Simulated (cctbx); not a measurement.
# What is wrong with this refinement?

Cell a = 6.0150 Å, b = 26.2600 Å, c = 5.8880 Å, α = 90.00°, β = 90.00°, γ = 90.00°; space group Pna2_1 (no. 33).

Simulated single-crystal data (cctbx): Mo Kα, λ = 0.71073 Å, to d = 0.77 Å, 95 % of the full sphere, strongest reflection 20000 counts, noise from counting, a 1.5 % proportional error and a noise floor of 15 counts (s.d.); no absorption, and some extinction, which the refinements don't model.

An anisotropic refinement with weights 1/σ² prints:

```text
Rint 0.024, 240 unique reflections to 1.61 A
cycle     R1     wR2    GooF  max shift (A)
   1  0.0183  0.0300   1.314   0.01176
  12  0.0122  0.0209   0.917   0.00061
final R1 0.0122 wR2 0.0209 GooF 0.916  parameters 90  data/parameter 2.7
atom        x        y        z      Ueq    occ   su(xyz)  su(Uiso or U11)
Lu1    0.99392  0.40336  0.24497   0.0040  1.000  0.00089  0.0016  NPD
Lu2    0.49094  0.40881  0.76003   0.0045  1.000  0.00100  0.0017  NPD
As1    0.51731  0.29159  0.71104   0.0017  1.000  0.00175  0.0052  NPD
As2    0.93460  0.28531  0.20704  -0.0021  1.000  0.00230  0.0058  NPD
As3    0.79848  0.50259  0.53309   0.0069  1.000  0.00312  0.0091  NPD
As4    0.19940  0.49730  0.46964   0.0052  1.000  0.00310  0.0082  NPD
As5    0.48615  0.38019  0.25122   0.0086  1.000  0.00201  0.0036
As6    0.99402  0.37570  0.73871   0.0072  1.000  0.00211  0.0038  NPD
Ti1    0.88433  0.29375  0.82633   0.0184  1.000  0.00303  0.0106  NPD
Ti2    0.56198  0.29369  0.31354   0.0141  1.000  0.00214  0.0104  NPD
difference map: max 0.43 min -0.30 rms 0.09
Q1    0.2186  0.0586  0.3007    4    0.45  1.96 A from Lu1
Q2    0.2314  0.7707  0.0063    4    0.32  2.00 A from As1
Q3    0.1391  0.4372  0.6764    4    0.25  1.87 A from As6
Q4    0.2671  0.3477  0.6229    4    0.23  1.92 A from As6
Q5    0.1250  0.2500  0.6875    4    0.22  1.28 A from As1
Q6    0.1211  0.1748  0.5012    4    0.22  1.43 A from Ti2
```

Q: Accept it or mend it, and why?

Mend it. The fault: data cut at low resolution. Against the right model at the same level, R1 goes from 0.0218 to 0.0122 and GooF from 0.95 to 0.92 and Lu1, Lu2, As1, As2, As3, As4, As6, Ti1 and Ti2 go non-positive-definite. The atoms are right, but there are too few data for the parameters: R1 flatters and the s.u.s grow. Data per parameter fall from 23.7 to 2.7.

The compound is LuTiAs3. The right model at the same level gives:

```text
Rint 0.037, 2131 unique reflections to 0.77 A
cycle     R1     wR2    GooF  max shift (A)
   1  0.0231  0.0363   1.010   0.00224
   2  0.0218  0.0343   0.954   0.00041
final R1 0.0218 wR2 0.0343 GooF 0.954  parameters 90  data/parameter 23.7
atom        x        y        z      Ueq    occ   su(xyz)  su(Uiso or U11)
Lu1    0.99361  0.40339  0.24466   0.0042  1.000  0.00007  0.0001
Lu2    0.49090  0.40882  0.75755   0.0036  1.000  0.00007  0.0001
As1    0.51732  0.29162  0.71609   0.0043  1.000  0.00016  0.0003
As2    0.93647  0.28542  0.20699   0.0056  1.000  0.00017  0.0003
As3    0.79760  0.50279  0.53412   0.0050  1.000  0.00023  0.0006
As4    0.19972  0.49731  0.47172   0.0055  1.000  0.00024  0.0007
As5    0.48576  0.38021  0.25141   0.0052  1.000  0.00021  0.0003
As6    0.99355  0.37540  0.74152   0.0055  1.000  0.00021  0.0003
Ti1    0.88331  0.29393  0.82730   0.0062  1.000  0.00027  0.0007
Ti2    0.56285  0.29387  0.31664   0.0064  1.000  0.00027  0.0007
Flack x: 0.02(3)
Hooft y: -0.002(21)  Bijvoet pairs: 962
difference map: max 1.50 min -1.29 rms 0.34
Q1    0.1066  0.8668  0.1800    4    1.56  1.33 A from Lu2
Q2    0.1426  0.8186  0.6885    4    1.35  1.59 A from Ti2
Q3    0.0905  0.0065  0.5667    4    1.26  1.28 A from As3
Q4    0.1307  0.2232  0.6987    4    1.25  0.79 A from As1
Q5    0.1539  0.0583  0.2912    4    1.24  1.92 A from As5
Q6    0.1668  0.2907  0.1898    4    1.17  1.40 A from As2
```

The model is made up (kin elements in a known structure type, no relaxation), so it says nothing on whether the phase exists.

[Middle refinement cycles are left out of these outputs.]

[Logs are printed without paths, hosts, clocks, repeated set-up lines and the standing remarks that a program may print on its own settings, such as how far it seeks lower states.]
